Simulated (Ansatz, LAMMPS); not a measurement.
**Structural relaxation of amorphous 76HfO2-24Y2O3 (mol %) (87 atoms)**

Wanted: the relaxed structure of amorphous 76HfO2-24Y2O3 (mol %) (87 atoms) and its electronic structure.

Program: Ansatz 0.2.0. Level of theory: Kohn-Sham DFT, PBE, PAW (set soft_2), plane waves. Results are calculated unless marked as measured.

This is a report of a sequence of runs, with most program output left out.

### Step 1. The structure

The cell holds 87 atoms: 19 Hf, 12 Y and 56 O. Cell: a = 10.830 Å, b = 10.830 Å, c = 10.830 Å, α = 90.0°, β = 90.0°, γ = 90.0°. 87 atoms (19 Zr, 12 Er, 56 O) placed at random at 6.06 g/cm³, melted at 5000 K for 10 ps at fixed volume with the Morse and Coulomb pair potential with partial charges (Pedone, Malavasi, Menziani, Cormack and Segre, J. Phys. Chem. B 110, 11780 (2006)). Quenched from 5000 K to 300 K at 50 K/ps and fixed volume, held 5 ps, then minimised at fixed cell. Then Zr was replaced by Hf, Er was replaced by Y (the potential has no terms for the new elements, so the cell is a start for a DFT relaxation).

Before any run, some limits are plain. The quench rate of 50 K/ps is orders of magnitude faster than experiment, which tends to freeze in extra defects. The network of bonds at the start is that of the classical potential that made the cell. Only the Γ point is sampled in the main run, in a cell whose shortest periodic width is 11 Å. The levels lack spin–orbit coupling, which is large for the heavy elements here.

### Step 2. Making the structure

A classical potential makes the cell, at a small fraction of what the same run would cost in DFT.

This step: classical MD, Morse and Coulomb pair potential with partial charges (Pedone, Malavasi, Menziani, Cormack and Segre, J. Phys. Chem. B 110, 11780 (2006)) (LAMMPS 22 Jul 2025 - Update 4).

in.lmp

```
# melt-quench of Zr19Er12O56
units metal
atom_style charge
boundary p p p
region box block 0 10.8303 0 10.8303 0 10.8303
create_box 3 box
mass 1 91.2240   # Zr
mass 2 167.2590   # Er
mass 3 15.9990   # O
create_atoms 1 random 19 37863 NULL overlap 1.5 maxtry 2000
create_atoms 2 random 12 37870 NULL overlap 1.5 maxtry 2000
create_atoms 3 random 56 37877 NULL overlap 1.5 maxtry 2000
pair_style hybrid/overlay pedone 5.5 coul/long 8.0
pair_coeff * * coul/long
pair_coeff 1 3 pedone 0.206237 2.479675 2.436997 1   # Zr-O
pair_coeff 2 3 pedone 0.040448 2.294078 2.837722 3   # Er-O
pair_coeff 3 3 pedone 0.042395 1.379316 3.618701 22   # O-O
set type 1 charge 2.4
set type 2 charge 1.8
set type 3 charge -1.2
kspace_style pppm 1.0e-4
neigh_modify delay 0 every 1 check yes
thermo_style custom step time temp pe press density
thermo_modify norm yes
timestep 0.002
thermo 100
min_style cg
minimize 1e-4 1e-4 200 2000
reset_timestep 0
velocity all create 5000 37864 mom yes dist gaussian
fix lim all nve/limit 0.05
fix lan all langevin 5000 5000 0.2 37865 zero yes
thermo 500
run 1000 post no
# [... 10 lines left out ...]
thermo 1250
fix md all nvt temp 300 300 0.2
run 2500 post no
unfix md
thermo 100
min_style cg
minimize 0 1e-3 2000 20000
write_dump all custom glass.dump id type xs ys zs modify sort id
```

Run with:

```bash
> lmp -in in.lmp -log none -nocite
```

It took 16 s on 1 thread of Intel Xeon 6975P-C (Granite Rapids), shared host; peak memory 0.069 GiB.

### Step 3. Single point at the start

A single point comes first, to see the forces before anything moves.

input.yaml

```yaml
crystal:
  lattice:
    - [10.8303, 0.0, 0.0]
    - [0.0, 10.8303, 0.0]
    - [0.0, 0.0, 10.8303]
  atoms:
    - { symbol: Hf, position: [0.08406, 0.59919, 0.75184] }
    - { symbol: Hf, position: [0.0827, 0.59507, 0.09472] }
    - { symbol: Hf, position: [0.03152, 0.26927, 0.58913] }
    - { symbol: Hf, position: [0.02006, 0.92884, 0.20861] }
    [... 77 atom lines left out ...]
    - { symbol: O, position: [0.92858, 0.48297, 0.11767] }
    - { symbol: O, position: [0.4138, 0.58134, 0.54507] }
    - { symbol: O, position: [0.06699, 0.94713, 0.82644] }
    - { symbol: O, position: [0.7837, 0.59288, 0.91909] }
    - { symbol: O, position: [0.48646, 0.2089, 0.0744] }
    - { symbol: O, position: [0.51605, 0.5072, 0.82157] }
kpoints:
  mp_grid: { grid: [1, 1, 1] }
hamiltonian:
  xc: pbe
scf:
  occupations: { method: fermi_dirac, width: 0.025 }
output:
  forces: true
```

Run with:

```bash
> ansatz run input.yaml --threads 4 --pin off --max-ram 8192MiB --backend cpu --events-out ev --progress --plain --runs-dir out
```

Elapsed: 12 s, on 4 threads of Intel Xeon 6975P-C (Granite Rapids), shared host; peak memory 2.2 GiB.

Read from the output:

| Item | Value |
| --- | --- |
| free energy | -376819.2388 eV |
| free energy per atom | -4331.2556 eV/atom |
| SCF cycles | 11 |
| r.m.s. force component | 0.3486 eV/Å |
| longest force | 1.476 eV/Å |
| Fermi energy | 11.51 eV |

The r.m.s. force component of 0.35 eV/Å sets the starting point.

Neighbours are counted within 2.82 Å (O-Hf), 3.02 Å (O-Y).

Length of the force by element and coordination:

```
element  coordination  atoms  mean length of the force (eV/Å)  spread   least   most
     Hf           all     19                            0.848   0.281   0.437   1.48
     Hf             5      2                             1.29   0.181    1.11   1.48
     Hf             6     16                            0.789   0.247   0.437   1.20
     Hf             7      1                            0.902       0   0.902  0.902
      O           all     56                            0.404   0.178  0.0885  0.748
      O             2      2                            0.496  0.0431   0.453  0.539
      O             3     34                            0.417   0.168   0.113  0.714
      O             4     20                            0.373   0.196  0.0885  0.748
      Y           all     12                            0.630   0.268   0.225   1.11
      Y             4      1                             1.11       0    1.11   1.11
      Y             5      2                            0.762  0.0668   0.695  0.829
      Y             6      5                            0.657   0.231   0.381   1.04
      Y             7      3                            0.363   0.175   0.225  0.610
      Y             8      1                            0.553       0   0.553  0.553
```

### Step 4. Cell and atoms relaxed

Cell and atoms are freed together, to release stress as well as forces.

Edit input.yaml of step 3 so:

```diff
@@ -15 +15,5 @@
   forces: true
+relax:
+  f_tol: 0.04
+  max_steps: 250
+  cell: {}
```

Wall time 3.1 min (4 threads); peak memory 2.3 GiB; 12 min of CPU time.

Relaxation path:

```
step  energy less that of the first step (eV)  largest force component (eV/Å)  pressure (GPa)  volume (Å³)
   1                                   0.0000                          1.3376           -6.95      1270.34
   2                                  -2.1576                          0.9473            3.61      1178.52
   3                                  -2.9407                          0.5085            0.49      1203.04
   4                                  -3.4163                          0.2076           -0.08      1200.00
   5                                  -3.6167                          0.2192            0.07      1189.88
   6                                  -3.7671                          0.5770            0.03      1188.19
   7                                  -3.9631                          0.8502            0.01      1187.73
   8                                  -4.1996                          0.8604            0.02      1186.92
   9                                  -4.4357                          0.3716            0.03      1186.94
  10                                  -4.6949                          0.1567            0.10      1187.60
  11                                  -4.7384                          0.0665           -0.04      1188.48
  12                                  -3.4556                          2.2734            0.89      1182.98
  13                                  -4.7514                          0.1060            0.01      1187.49
  14                                  -4.7539                          0.0531            0.03      1187.06
  15                                  -4.7545                          0.0167            0.00      1187.57
 16*                                  -4.5519                          0.0165           -0.32      1187.57
  17                                  -4.5678                          0.0214           -0.01      1184.32
 18*                                  -4.5596                          0.0214           -0.02      1184.32
```

Relaxation steps marked * repeat the geometry before them on a plane-wave basis chosen anew for their cell, so energy and pressure can jump there. Relaxation step 12 was tried and not accepted.

```csv
cell as run,before,after,change
a (Å),10.830,10.534,-2.7 %
b (Å),10.830,10.616,-2.0 %
c (Å),10.830,10.598,-2.1 %
α (°),90.00,90.48,+0.5 %
β (°),90.00,92.11,+2.3 %
γ (°),90.00,89.94,-0.1 %
volume (Å³/atom),14.60,13.61,-6.8 %
```

The atoms that moved most (Å, as changes of fractional coordinates times the final cell):

| atom | dx | dy | dz | length |
| --- | --- | --- | --- | --- |
| Y29 | -0.367 | 0.481 | 1.177 | 1.324 |
| O86 | 0.337 | -0.434 | -0.195 | 0.583 |
| O45 | 0.345 | 0.114 | 0.398 | 0.539 |
| O83 | 0.296 | 0.272 | 0.321 | 0.515 |
| Y20 | -0.490 | 0.038 | 0.035 | 0.493 |
| O72 | 0.098 | -0.130 | -0.457 | 0.485 |
| O35 | 0.353 | -0.240 | 0.175 | 0.461 |
| Y24 | 0.420 | -0.132 | -0.127 | 0.459 |

The relaxation changed the energy by -52.4 meV/atom, and atoms moved by 0.28 Å r.m.s., 1.3 Å at most.

### Step 5. Local order after relaxation

Bonds before and after, by the cutoffs listed below:

```
pair  bonds before  bonds after  mean before (Å)  mean after (Å)  spread before (Å)  spread after (Å)
O-Hf           113          116            2.141           2.128              0.063             0.106
 O-Y            72           81            2.374           2.372              0.173             0.158
```

Density 7.51 g/cm³, 13.61 Å³ an atom.

g(r), total and by pair (bins of 0.2 Å):

```csv
r (Å),total,O-O,O-Hf,O-Y,Hf-Hf,Hf-Y,Y-Y
1.90,0.16,0.00,0.58,0.00,0.00,0.00,0.00
2.10,2.63,0.00,8.90,0.74,0.00,0.00,0.00
2.30,1.73,0.00,1.79,6.94,0.00,0.00,0.00
2.50,0.51,0.42,0.15,1.69,0.00,0.00,0.00
2.70,1.07,2.29,0.00,0.68,0.00,0.00,0.00
2.90,1.14,2.67,0.00,0.18,0.00,0.00,0.00
3.10,0.87,1.91,0.05,0.22,0.26,0.20,0.00
3.30,1.02,1.48,0.24,0.32,2.10,2.80,0.57
3.50,0.97,0.67,0.75,0.40,2.37,4.40,1.59
3.70,0.88,0.55,0.80,0.71,2.90,1.94,2.39
3.90,1.07,0.61,1.23,0.83,2.94,2.18,3.06
4.10,1.12,1.04,1.31,1.04,1.12,1.11,1.20
4.30,0.97,0.77,1.32,1.21,0.14,0.33,1.79
4.50,0.89,0.76,1.13,1.15,0.12,0.52,0.97
4.70,0.83,0.58,1.14,1.43,0.11,0.09,0.29
4.90,0.97,0.73,1.44,1.17,0.43,0.59,0.00
5.10,0.99,1.07,1.11,1.10,0.30,0.39,0.24
```

Bonds by pair of elements; cutoffs follow the first minimum of g(r), held within bounds set by covalent radii, and pairs that aren't listed don't count as bonded:

```
pair A-B  cutoff (Å)  bonds  mean length (Å)  spread (Å)  shortest (Å)  B about A  A about B
    O-Hf        2.83    116             2.13       0.106          1.93       2.07       6.11
     O-Y           3     81             2.37       0.158          2.15       1.45       6.75
```

How many atoms have how many bonded neighbours:

```
element  mean  2   3   4  5   6  7  8
     Hf  6.11  0   0   0  1  15  3  0
      O  3.52  2  23  31  0   0  0  0
      Y  6.75  0   0   0  1   3  6  2
```

Bond angles, per cent of each kind in bins of 5°:

```csv
angle (°),O-Hf-O,O-Y-O,Hf-O-Y,Hf-O-Hf,Y-O-Y
50–55,0.0,0.4,0.0,0.0,0.0
55–60,0.0,0.4,0.0,0.0,0.0
60–65,0.0,1.3,0.0,0.0,0.0
65–70,2.7,10.1,0.0,0.0,0.0
70–75,8.7,14.8,0.0,0.0,0.0
75–80,8.7,9.7,0.7,0.0,0.0
80–85,13.4,4.2,2.2,0.0,2.4
85–90,10.4,9.3,4.5,0.0,2.4
90–95,9.7,4.2,8.2,2.4,12.2
95–100,6.0,4.2,17.2,8.5,9.8
100–105,7.0,1.3,25.4,23.2,19.5
105–110,5.0,3.4,7.5,17.1,19.5
110–115,2.7,2.9,6.7,8.5,7.3
115–120,3.0,3.8,6.7,2.4,2.4
120–125,1.0,3.8,5.2,11.0,7.3
125–130,0.7,3.8,4.5,7.3,4.9
130–135,0.7,3.4,3.0,4.9,4.9
135–140,1.3,3.8,4.5,6.1,2.4
140–145,2.4,2.9,2.2,6.1,2.4
145–150,2.4,3.8,0.7,0.0,2.4
150–155,2.4,2.9,0.0,2.4,0.0
155–160,2.4,2.5,0.7,0.0,0.0
160–165,3.4,0.8,0.0,0.0,0.0
165–170,2.7,1.3,0.0,0.0,0.0
170–175,2.4,0.4,0.0,0.0,0.0
175–180,1.0,0.4,0.0,0.0,0.0
```

Bond angles (no mean is given where the spread exceeds 20°):

| angle | count | mean (°) | spread (°) |
| --- | --- | --- | --- |
| O-Hf-O | 298 | - | - |
| O-Y-O | 237 | - | - |
| Hf-O-Y | 134 | 108 | 15.3 |
| Hf-O-Hf | 82 | 116 | 15 |
| Y-O-Y | 41 | 109 | 15.1 |

Bond length by coordination (bonds to H left out):

```csv
element,coordination,atoms,mean bond length (Å)
Hf,5,1,2.04
Hf,6,15,2.12
Hf,7,3,2.20
O,2,2,2.02
O,3,23,2.15
O,4,31,2.28
Y,5,1,2.23
Y,6,3,2.34
Y,7,6,2.38
Y,8,2,2.42
```

For some of the pairs, g(r) has its first main peak near 2.8 Å (O-O), 2.1 Å (O-Hf), 2.3 Å (O-Y), 3.4 Å (Hf-Y) and 3.8 Å (Y-Y). By these cutoffs 79 % of Hf atoms have 6, 55 % of O atoms have 4 and 50 % of Y atoms have 7 bonded neighbours.

(Part 1 of 2 ends here.)

[Logs are printed without paths, hosts, clocks, repeated set-up lines and the standing remarks that a program may print on its own settings, such as how far it seeks lower states.]

[Hosts, paths, dates, database ids (printed as entryN), source tags and the programs' standing remarks are cut or masked in the printed files.]
